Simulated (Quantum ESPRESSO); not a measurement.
# Work function of bcc Na face by face (PBEsol, Quantum ESPRESSO)

Does the work function of Na follow how densely a face is packed?

All values are computed: Quantum ESPRESSO 7.5, PBEsol, plane waves, scalar-relativistic unless marked; slabs or sheets with vacuum, the vacuum level from the planar mean of the electrostatic potential.

| face | atoms in the slab | top-layer atoms per Å² | work function (eV) |
| --- | --- | --- | --- |
| (100) | 8 | 0.055 | 2.63 |
| (110) | 6 | 0.077 | 2.80 |

The densest face listed is +0.17 eV against the most open one. That fits Smoluchowski's order: on an open face electrons flow from the ridges into the troughs, which leaves a dipole with its positive end outwards and lowers the barrier.

The slabs are 1×1 cuts on the parent's lattice, 14.9 to 15.0 Å between the outer relaxed layers. Two faces can't establish a trend.
